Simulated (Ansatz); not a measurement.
# SiTe2 monolayer (1T): modes against uniaxial strain along a, the zigzag direction, with the width clamped, part 2 of 3

Wanted: the shifts of the zone-centre modes of SiTe2 monolayer (1T) with strain.

Ansatz 0.2.0; DFT PBEsol, scalar-relativistic, plane waves, PAW; PAW set soft_1.

So far: The structure; Relaxation.

## Step 3: Tight relaxation

Phonons need small forces and stress, so the relaxation is finished with tight tolerances on 15×15×1 k points.

Contents of input.yaml:

```yaml
crystal:
  lattice:
    - [3.7393830388, 0.0, 0.0]
    - [-1.8696915194, 3.2384007061, 0.0]
    - [0.0, 0.0, 30.424]
  atoms:
    - { symbol: Si, position: [0.0, 0.0, 0.328687878] }
    - { symbol: Te, position: [0.3333333333, 0.6666666667, 0.3818254995] }
    - { symbol: Te, position: [0.6666666667, 0.3333333333, 0.2755502565] }
  periodic: [true, true, false]
kpoints:
  mp_grid: { grid: [15, 15, 1] }
hamiltonian:
  xc: pbesol
  pseudopotentials: { kind: paw, azcp: { folder: soft_1 }, xc_functional: pbe }
scf:
  occupations: { method: methfessel_paxton, width: 0.2 }
output:
  forces: true
  stress: true
  eigenvalues: true
  write_density: true
  write_potential: true
  elf: true
  volumetric_format: npy
relax:
  adjacent_minimum: "off"
  f_tol: 0.001
  max_steps: 60
  cell: { stress_2d_tol: 0.002 }
```

On the command line:

```console
> ansatz run input.yaml --threads 8 --pin off --max-ram 16384MiB --backend cpu --events-out ev --progress --plain --runs-dir out
```

Numbers of over 12 decimals in the logs are rounded to 6 here.

What it wrote:

```text
[...]
Crystal: 3 atoms, lattice volume = 368.423 Å³
Basis set: ecut = 420 eV, 7265 PW (Γ), exchange–correlation on 50×50×432 points (8 copies of the dense FFT grid, shifted against one another)
Bands: 22, of which v1, the nominal top of the filled ones, is band 18 counted from 1 (17 counted from 0)
Symmetry: 12 space group operations
[...]
k-points: 27 of 225
[...]
° read free of the cell's end (the report's vacuum.weakly_bound_levels)
--- Relaxed structure (3 steps of the walk, 2 accepted, 1 SCFs on fresh bases) ---
[...]
cell:  # Å, volume = 368.4670 Å³
    - [3.739606, 0.0, 0]
    - [-1.869803, 3.238594, 0]
    - [0, 0, 30.424]
  atoms:
    - { symbol: Si, position: [0, 0, 0.328688] }
    - { symbol: Te, position: [0.333333, 0.666667, 0.381814] }
    - { symbol: Te, position: [0.666667, 0.333333, 0.275562] }
[key lines of the parts left out:]
SCF converged after 10 iterations
Free energy (F): -14424.566729 eV
Fermi energy:    -4.859965 eV
P = ½ c Tr σ = 0.0016 N/m
```

Wall time 8.5 s (8 threads of Arm Neoverse V2, shared host); peak memory 0.93 GiB; 60 s of CPU time.

Little changed from the start: no atom moved by 0.005 Å and no cell edge by 0.1 %.

ELF in the ac plane at fractional y = 0.333, with atoms of Te within 0.2 Å of it. It is the smooth field of the valence electrons, not physical close to the nuclei.

Values, 24 rows by 14 columns, each cell a mean:
```
0.00 0.00 0.00 0.00 0.00 0.00 0.00 0.00 0.00 0.00 0.00 0.00 0.00 0.00
0.00 0.00 0.00 0.00 0.00 0.00 0.00 0.00 0.00 0.00 0.00 0.00 0.00 0.00
0.00 0.00 0.00 0.00 0.00 0.00 0.00 0.00 0.00 0.00 0.00 0.00 0.00 0.00
0.00 0.00 0.00 0.00 0.00 0.00 0.00 0.00 0.00 0.00 0.00 0.00 0.00 0.00
0.00 0.00 0.00 0.00 0.00 0.00 0.00 0.00 0.00 0.00 0.00 0.00 0.00 0.00
0.00 0.00 0.00 0.00 0.00 0.00 0.00 0.00 0.00 0.00 0.00 0.00 0.00 0.00
0.00 0.00 0.00 0.00 0.00 0.00 0.00 0.00 0.00 0.00 0.00 0.00 0.00 0.00
0.00 0.00 0.00 0.00 0.00 0.00 0.00 0.00 0.00 0.00 0.00 0.00 0.00 0.00
0.00 0.00 0.00 0.00 0.00 0.00 0.00 0.00 0.00 0.00 0.00 0.00 0.00 0.00
0.00 0.00 0.00 0.00 0.00 0.00 0.00 0.00 0.00 0.00 0.00 0.00 0.00 0.00
0.00 0.00 0.00 0.00 0.00 0.00 0.00 0.00 0.00 0.00 0.00 0.00 0.00 0.00
0.00 0.00 0.00 0.00 0.00 0.00 0.00 0.00 0.00 0.00 0.00 0.00 0.00 0.00
0.02 0.03 0.03 0.03 0.02 0.01 0.01 0.00 0.00 0.00 0.00 0.00 0.00 0.01
0.34 0.43 0.46 0.45 0.38 0.27 0.15 0.07 0.03 0.02 0.02 0.05 0.10 0.20
0.60 0.61 0.61 0.61 0.60 0.53 0.38 0.22 0.11 0.07 0.08 0.15 0.31 0.49
0.56 0.67 0.71 0.69 0.61 0.45 0.26 0.14 0.07 0.05 0.06 0.11 0.21 0.37
0.52 0.45 0.41 0.43 0.49 0.53 0.49 0.43 0.37 0.34 0.35 0.41 0.48 0.53
0.55 0.32 0.16 0.24 0.47 0.59 0.51 0.36 0.19 0.14 0.16 0.28 0.46 0.57
0.31 0.12 0.05 0.08 0.22 0.46 0.63 0.70 0.72 0.72 0.72 0.71 0.66 0.55
0.02 0.01 0.00 0.00 0.01 0.04 0.08 0.13 0.17 0.19 0.18 0.15 0.10 0.06
0.00 0.00 0.00 0.00 0.00 0.00 0.00 0.00 0.00 0.00 0.00 0.00 0.00 0.00
0.00 0.00 0.00 0.00 0.00 0.00 0.00 0.00 0.00 0.00 0.00 0.00 0.00 0.00
0.00 0.00 0.00 0.00 0.00 0.00 0.00 0.00 0.00 0.00 0.00 0.00 0.00 0.00
0.00 0.00 0.00 0.00 0.00 0.00 0.00 0.00 0.00 0.00 0.00 0.00 0.00 0.00
```
Columns run along a (3.7 Å), rows up along c (30.4 Å). Atoms in or near the plane, at fractional coordinates: Te at (0.67, 0.28).

Electrostatic potential energy in the ac plane at fractional y = 0.333, with atoms of Te within 0.2 Å of it. With pseudopotentials it is smooth inside the atoms' cores, unlike the true potential.

Ten even steps from '_' (-14 eV) to '@' (0 eV), each cell a mean:
```
@@@@@@@@@@@@@@@@@@@@@@@@@@@@
@@@@@@@@@@@@@@@@@@@@@@@@@@@@
@@@@@@@@@@@@@@@@@@@@@@@@@@@@
@@@@@@@@@@@@@@@@@@@@@@@@@@@@
@@@@@@@@@@@@@@@@@@@@@@@@@@@@
@@@@@@@@@@@@@@@@@@@@@@@@@@@@
@@@@@@@@@@@@@@@@@@@@@@@@@@@@
@@@@@@@@@@@@@@@@@@@@@@@@@@@@
@@@@@@@@@@@@@@@@@@@@@@@@@@@@
@@@@@@@@@@@@@@@@@@@@@@@@@@@@
@@@@@@@@@@@@@@@@@@@@@@@@@@@@
@@@@@@@@@@@@@@@@@@@@@@@@@@@@
@@@@@@@@@@@@@@@@@@@@@@@@@@@@
@@@@@@@@@@@@@@@@@@@@@@@@@@@@
++--::::==**##%%@@@@@@%%%%##
++==----==**##%%%%%%%%%%####
++++++++++++==--::::::::--==
++##%%%%**::____--++++____..
@@@@@@@@@@@@%%##******####%%
@@@@@@@@@@@@@@@@@@@@@@@@@@@@
@@@@@@@@@@@@@@@@@@@@@@@@@@@@
@@@@@@@@@@@@@@@@@@@@@@@@@@@@
@@@@@@@@@@@@@@@@@@@@@@@@@@@@
@@@@@@@@@@@@@@@@@@@@@@@@@@@@
```
Columns run along a (3.7 Å; values clipped at the 3rd and 97th percentile), rows up along c (30.4 Å). Atoms in or near the plane, at fractional coordinates: Te at (0.67, 0.28).

Valence density in the ac plane at fractional y = 0.333, with atoms of Te within 0.2 Å of it. It is the smooth field of the valence electrons, not physical close to the nuclei.

Ten steps, logarithmic in the rise over the least value, from '_' (0 e/Å³) to '@' (10 e/Å³), each cell a mean:
```
____________________________
____________________________
____________________________
____________________________
____________________________
____________________________
____________________________
____________________________
____________________________
____________________________
____________________________
____________________________
____________________________
____________________________
::------::::....______....::
::--------::......__......::
::::::::::::--==++**++==----
::......::--==##@@@@@@##++--
____________....::::::::....
____________________________
____________________________
____________________________
____________________________
____________________________
```
Columns run along a (3.7 Å), rows up along c (30.4 Å). Atoms in or near the plane, at fractional coordinates: Te at (0.67, 0.28).

The largest force component left is 0.16 meV/Å, within the tolerances set.

## Step 4: Modes at rest

Phonons follow from the second derivative of the energy, found here by linear response.

The modes at rest are the reference of the series.

input.yaml, the sections that differ from step 3:

```yaml
crystal:
  lattice:
    - [3.7396058904, 0.0, 0.0]
    - [-1.8698029452, 3.2385937012, 0.0]
    - [0.0, 0.0, 30.424]
  atoms:
    - { symbol: Si, position: [0.0, 0.0, 0.328687878] }
    - { symbol: Te, position: [0.3333333333, 0.6666666667, 0.3818136201] }
    - { symbol: Te, position: [0.6666666667, 0.3333333333, 0.2755621359] }
  periodic: [true, true, false]
output:
  eigenvalues: true
phonons:
  method: dfpt
# kpoints, hamiltonian, scf: as in step 3
# relax: removed
```

What it wrote:

```text
Warning: crystal.symmetry: narrowed to the stabiliser of the run's FFT grids — unitary ops 12 → 6. A phonons.method: dfpt run fills in the rows of the dynamical matrix that it does not solve by its symmetry operations, which is exact only for operations that map its FFT grids onto themselves: filled in by any other, the frequencies could depend on the order in which like atoms are typed, or, by more than the grids' own error, on where the crystal sits among the grids' points. Excluded: 6 operations. The run can therefore solve more perturbations, solve them on more k-points, or both, and cost more. [rest of the remark cut]
[...]
Crystal: 3 atoms, lattice volume = 368.467 Å³
Basis set: ecut = 420 eV, 7265 PW (Γ), exchange–correlation on 50×50×432 points (8 copies of the dense FFT grid, shifted against one another)
Bands: 22, of which v1, the nominal top of the filled ones, is band 18 counted from 1 (17 counted from 0)
Symmetry: 12 space group operations
k-points: 64 of 225 (irreducible under 2 space group operations, time reversal used)
[...]
SCF iter  10: F=-14424.566729 eV  HF=-14424.566729 eV  |F-HF|=5.46e-11  |Δ(HF+E_count)|=  7.13e-10  S|Δr|=    0.00e0  Δρ=7.17e-9  dr2=2.19e-13  ethr=1.00e-12  ⟨swp⟩=15.1  Hψ=11103  notcnv=0
SCF 1 converged in 10 iterations: F = -14424.566729 eV  dr2 = 2.19e-13
[...]
DFPT response loops at Γ: preconditioner auto → none (partly filled bands, converged f_vac=0.751); β = 0.50; Broyden in place of MSR1
SCF converged after 10 iterations
[...]
Free energy (F): -14424.566729 eV
[...]
Internal energy: -14424.566281 eV  (E = F + TS)
E sigma→0 (E₀):  -14424.566617 eV
Entropy (-TS):   -0.000447 eV (-0.149 meV/atom)
Fermi energy:    -4.859964 eV
[...]
--- Band table (eV; the first three rows and the last of 64) ---
  k-point 0: bands = [... 14 lower, -5.3600, -5.3600, -4.7730, -4.7730, -3.3429, -1.6592, -1.4910, -1.4910]
  k-point 1: bands = [... 14 lower, -6.0556, -5.6380, -5.0905, -4.6325, -2.9252, -1.7235 (-1.7235°), -1.4204, -1.2243]
  k-point 2: bands = [... 14 lower, -6.7500, -6.1105, -5.8748, -4.5621, -2.8143, -1.7509, -1.1867, -0.5988]
  k-point 63: bands = [... 14 lower, -8.8249, -7.9620, -6.9438, -5.7491, -3.6765, -1.8115, -0.3724, 0.2347]
  ° read free of the cell's end (the report's vacuum.weakly_bound_levels)
--- Phonons (Γ-DFPT): 6 representative perturbations + reference, on 64 of 225 k-points (Σ response iterations 22) ---
  ASR residual: 2.633e-5 → 0.000e0 eV/Å²; symmetrization residual: 1.152e-5 eV/Å²
  The last average, over the group as it would stand without the narrowing to the FFT grids, took up to 8.225e-7 eV/Å² of the zone centre's force constants
  ASR residual per site (eV/Å²): 2.16e-5 2.63e-5 2.45e-5
  Γ frequencies (cm⁻¹): 0.00 0.00 0.00 82.48 82.48 147.52 205.99 205.99 304.25
  non-analytic LO–TO correction: not included (Born effective charges unavailable; polar crystals: no LO–TO splitting at Γ)
```

Elapsed: 41 s, on 8 threads; peak memory 2 GiB.

Numbers from this step:

- sum-rule residual before enforcement: 2.63e-5 eV/Å²
- point group: -3m
- highest optical mode at the zone centre (no LO-TO term): 304.2 cm⁻¹
- lowest optical zone-centre mode: 82.48 cm⁻¹

Patterns of degenerate modes are one choice out of their space. Modes at Γ, with each element's share of the kinetic energy:

| mode | frequency (cm⁻¹) | symmetry | Si % | Te % |
| --- | --- | --- | --- | --- |
| 1 | 0.0 | acoustic | 10 | 90 |
| 2 | 0.0 | acoustic | 10 | 90 |
| 3 | 0.0 | acoustic | 10 | 90 |
| 4 | 82.5 | Eg | 0 | 100 |
| 5 | 82.5 | Eg | 0 | 100 |
| 6 | 147.5 | A1g | 0 | 100 |
| 7 | 206.0 | Eu | 90 | 10 |
| 8 | 206.0 | Eu | 90 | 10 |
| 9 | 304.2 | A2u | 90 | 10 |

Displacements in mode 4 (82.5 cm⁻¹), the largest set to 1:
```
Si1  0.00  0.00  0.00
Te2  0.13  1.00  0.00
Te3 -0.13 -1.00  0.00
```

Displacements in mode 9 (304.2 cm⁻¹), the largest set to 1:
```
Si1  0.00  0.00  1.00
Te2  0.00  0.00 -0.11
Te3  0.00  0.00 -0.11
```

Before it was imposed, the acoustic sum rule was missed by 2.6e-5 eV/Å². Small misses are needed for a sound result but don't prove that mesh and cutoff are converged. The lowest optical mode is real, 82.5 cm⁻¹.

## Step 5: Relaxation of a member: uniaxial strain of +5 % along a, the zigzag direction, with the width clamped

The cell takes a uniaxial strain of +5 % along a, the zigzag direction, with the width clamped. The cell is held, and the atoms relax in it.

input.yaml, the sections that differ from step 4:

```yaml
crystal:
  lattice:
    - [3.9265861849, 0.0, 0.0]
    - [-1.9632930925, 3.2385937012, 0.0]
    - [0.0, 0.0, 30.424]
  atoms:
    - { symbol: Si, position: [0.0, 0.0, 0.328687878] }
    - { symbol: Te, position: [0.3378136225, 0.6756272449, 0.3811735083] }
    - { symbol: Te, position: [0.6621863775, 0.3243727551, 0.2762022477] }
  periodic: [true, true, false]
output:
  forces: true
  stress: true
  eigenvalues: true
relax:
  adjacent_minimum: "off"
  f_tol: 0.001
  max_steps: 60
# kpoints, hamiltonian, scf: as in step 4
# phonons: removed
```

What it wrote:

```text
[...]
--- Relaxed structure (5 steps of the walk, 4 accepted, 0 SCFs on fresh bases) ---
  F+E_penalty+E_count = -14424.52085988 eV   max|allowed force component| = 5.016e-4 eV/Å
  cell:  # Å, volume = 386.8904 Å³
    - [3.9265861849, 3.031086842827914e-11, 0.0]
    - [-1.963293092475, 3.238594, 0.0]
    - [0.0, 0.0, 30.424]
  atoms:
    - { symbol: Si, position: [0, 0, 0.328687878] }
    - { symbol: Te, position: [0.339695, 0.679391, 0.381006] }
    - { symbol: Te, position: [0.660305, 0.320609, 0.276369] }
[key lines of the parts left out:]
SCF converged after 3 iterations
Free energy (F): -14424.520860 eV
Fermi energy:    -5.060214 eV
P = ½ c Tr σ = -2.0853 N/m
```

Run time: 21 s. Hardware: 8 threads; peak memory 1 GiB.

The steps of the relaxation:

| step | energy less that of the first step (eV) | largest force component (eV/Å) |
| --- | --- | --- |
| 1 | 0.0000 | 0.0457 |
| 2 | 0.0006 | 0.1039 |
| 3 | -0.0005 | 0.0134 |
| 4 | -0.0006 | 0.0005 |
| 5 | -0.0006 | 0.0005 |

Relaxation step 2 was tried and not accepted.

The run keeps the 4 symmetry operations that it works with, so distortions that break them were not tested.

The atoms that moved most (Å):

| atom | dx | dy | dz | length |
| --- | --- | --- | --- | --- |
| Te3 | 0.000 | -0.012 | 0.005 | 0.013 |
| Te2 | 0.000 | 0.012 | -0.005 | 0.013 |

Final coordinates:

```cif
data_structure
_symmetry_space_group_name_H-M 'P 1'
_symmetry_Int_Tables_number 1
_cell_length_a 3.9266
_cell_length_b 3.7872
_cell_length_c 30.4240
_cell_angle_alpha 90.000
_cell_angle_beta 90.000
_cell_angle_gamma 121.225
_cell_volume 386.89
loop_
_atom_site_label
_atom_site_type_symbol
_atom_site_fract_x
_atom_site_fract_y
_atom_site_fract_z
_atom_site_occupancy
Si1 Si 0.00000 0.00000 0.32869 1
Te2 Te 0.33970 0.67939 0.38101 1
Te3 Te 0.66030 0.32061 0.27637 1
```

This step gave:

```
area per atom : 4.239 Å²
```

The largest force component left is 0.50 meV/Å.

## Step 6: Modes of this member: uniaxial strain of +5 % along a, the zigzag direction, with the width clamped

The zone-centre modes follow for uniaxial strain of +5 % along a, the zigzag direction, with the width clamped.

input.yaml, the sections that differ from step 5:

```yaml
crystal:
  lattice:
    - [3.9265861849, 0.0, 0.0]
    - [-1.9632930925, 3.2385937012, 0.0]
    - [0.0, 0.0, 30.424]
  atoms:
    - { symbol: Si, position: [0.0, 0.0, 0.328687878] }
    - { symbol: Te, position: [0.3396953376, 0.6793906752, 0.3810064107] }
    - { symbol: Te, position: [0.6603046624, 0.3206093248, 0.2763693453] }
  periodic: [true, true, false]
output:
  eigenvalues: true
phonons:
  method: dfpt
# kpoints, hamiltonian, scf: as in step 5
# relax: removed
```

What it wrote:

```text
[...]
Crystal: 3 atoms, lattice volume = 386.890 Å³
Basis set: ecut = 420 eV, 7613 PW (Γ), exchange–correlation on 54×54×432 points (8 copies of the dense FFT grid, shifted against one another)
Bands: 22, of which v1, the nominal top of the filled ones, is band 18 counted from 1 (17 counted from 0)
Symmetry: 4 space group operations
k-points: 64 of 225 (irreducible under 2 space group operations, time reversal used)
[...]
SCF iter  11: F=-14424.520860 eV  HF=-14424.520860 eV  |F-HF|=9.09e-12  |Δ(HF+E_count)|=  4.62e-10  S|Δr|=    0.00e0  Δρ=7.62e-9  dr2=2.04e-13  ethr=1.00e-12  ⟨swp⟩=13.9  Hψ=10185  notcnv=0
SCF 1 converged in 11 iterations: F = -14424.520860 eV  dr2 = 2.04e-13
[...]
SCF converged after 11 iterations
[...]
Free energy (F): -14424.520860 eV
[...]
Internal energy: -14424.519947 eV  (E = F + TS)
E sigma→0 (E₀):  -14424.520632 eV
Entropy (-TS):   -0.000913 eV (-0.304 meV/atom)
Fermi energy:    -5.060213 eV
[...]
--- Band table (eV; the first three rows and the last of 64) ---
  k-point 0: bands = [... 14 lower, -5.9524, -5.4488, -5.2589, -5.0171, -3.8395, -2.2880, -1.8516, -1.6273]
  k-point 1: bands = [... 14 lower, -6.2105, -6.0660, -5.3943, -5.1339, -3.4127, -2.2248, -1.7873, -1.4611]
  k-point 2: bands = [... 14 lower, -6.6714, -6.5551, -6.1372, -5.0638, -3.2373, -2.2273, -1.5664, -0.8283]
  k-point 63: bands = [... 14 lower, -8.7929, -8.0379, -6.8304, -5.6803, -3.7192, -1.7636, -0.4214, 0.1794]
[...]
ASR residual: 2.882e-5 → 0.000e0 eV/Å²; symmetrization residual: 1.084e-5 eV/Å²
[...]
ASR residual per site (eV/Å²): 2.88e-5 9.97e-6 8.56e-6
  Γ frequencies (cm⁻¹): 0.00 0.00 0.00 69.00 81.64 143.95 197.20 203.44 306.10
[...]
```

It took 68 s on 8 threads; peak memory 2.2 GiB.

This step gave:

```
sum-rule residual before enforcement                    : 2.88e-5 eV/Å²
point group                                             : 2/m
highest optical mode at the zone centre (no LO-TO term) : 306.1 cm⁻¹
lowest optical zone-centre mode                         : 69 cm⁻¹
```

Patterns of degenerate modes are one choice out of their space. Modes at Γ, with each element's share of the kinetic energy:

| mode | frequency (cm⁻¹) | symmetry | Si % | Te % |
| --- | --- | --- | --- | --- |
| 1 | 0.0 | acoustic | 10 | 90 |
| 2 | 0.0 | acoustic | 10 | 90 |
| 3 | 0.0 | acoustic | 10 | 90 |
| 4 | 69.0 | Ag | 0 | 100 |
| 5 | 81.6 | Bg | 0 | 100 |
| 6 | 143.9 | Ag | 0 | 100 |
| 7 | 197.2 | Bu | 90 | 10 |
| 8 | 203.4 | Au | 90 | 10 |
| 9 | 306.1 | Bu | 90 | 10 |

Displacements in mode 4 (69.0 cm⁻¹), the largest set to 1:
```
Si1  0.00  0.00  0.00
Te2  0.00  1.00 -0.04
Te3  0.00 -1.00  0.04
```

Displacements in mode 9 (306.1 cm⁻¹), the largest set to 1:
```
Si1  0.00 -0.16  1.00
Te2  0.00  0.02 -0.11
Te3  0.00  0.02 -0.11
```

The lowest optical mode is real, 69.0 cm⁻¹, and the highest lies at 306.1 cm⁻¹.

## Step 7: A member of the series: uniaxial strain of -3 % along a, the zigzag direction, with the width clamped

The cell takes a uniaxial strain of -3 % along a, the zigzag direction, with the width clamped. The cell is held, and the atoms relax in it.

input.yaml, the sections that differ from step 6:

```yaml
crystal:
  lattice:
    - [3.6274177137, 0.0, 0.0]
    - [-1.8137088568, 3.2385937012, 0.0]
    - [0.0, 0.0, 30.424]
  atoms:
    - { symbol: Si, position: [0.0, 0.0, 0.328687878] }
    - { symbol: Te, position: [0.331689167, 0.6633783339, 0.3820956438] }
    - { symbol: Te, position: [0.668310833, 0.3366216661, 0.2752801122] }
  periodic: [true, true, false]
output:
  forces: true
  stress: true
  eigenvalues: true
relax:
  adjacent_minimum: "off"
  f_tol: 0.001
  max_steps: 60
# kpoints, hamiltonian, scf: as in step 6
# phonons: removed
```

What it wrote:

```text
[...]
Crystal: 3 atoms, lattice volume = 357.413 Å³
Basis set: ecut = 420 eV, 6961 PW (Γ), exchange–correlation on 50×50×432 points (8 copies of the dense FFT grid, shifted against one another)
Bands: 22, of which v1, the nominal top of the filled ones, is band 18 counted from 1 (17 counted from 0)
Symmetry: 4 space group operations
[...]
--- Relaxed structure (5 steps of the walk, 4 accepted, 0 SCFs on fresh bases) ---
  F+E_penalty+E_count = -14424.54686202 eV   max|allowed force component| = 6.357e-4 eV/Å
  cell:  # Å, volume = 357.4130 Å³
    - [3.6274177137, -2.8001424526895834e-11, 0.0]
    - [-1.813708856825, 3.238594, 0.0]
    - [0.0, 0.0, 30.424]
  atoms:
    - { symbol: Si, position: [0.0, 0.0, 0.328688] }
    - { symbol: Te, position: [0.330742, 0.661484, 0.382232] }
    - { symbol: Te, position: [0.669258, 0.338516, 0.275143] }
[key lines of the parts left out:]
SCF converged after 3 iterations
Free energy (F): -14424.546862 eV
Fermi energy:    -4.681245 eV
P = ½ c Tr σ = 1.6318 N/m
```

Wall time 20 s (8 threads); peak memory 1 GiB; 2.4 min of CPU time.

(Part 2 of 3 ends here.)

[Logs are printed without paths, hosts, clocks, repeated set-up lines and the standing remarks that a program may print on its own settings, such as how far it seeks lower states.]

[Hosts, paths, dates, database ids (printed as entryN), source tags and the programs' standing remarks are cut or masked in the printed files.]
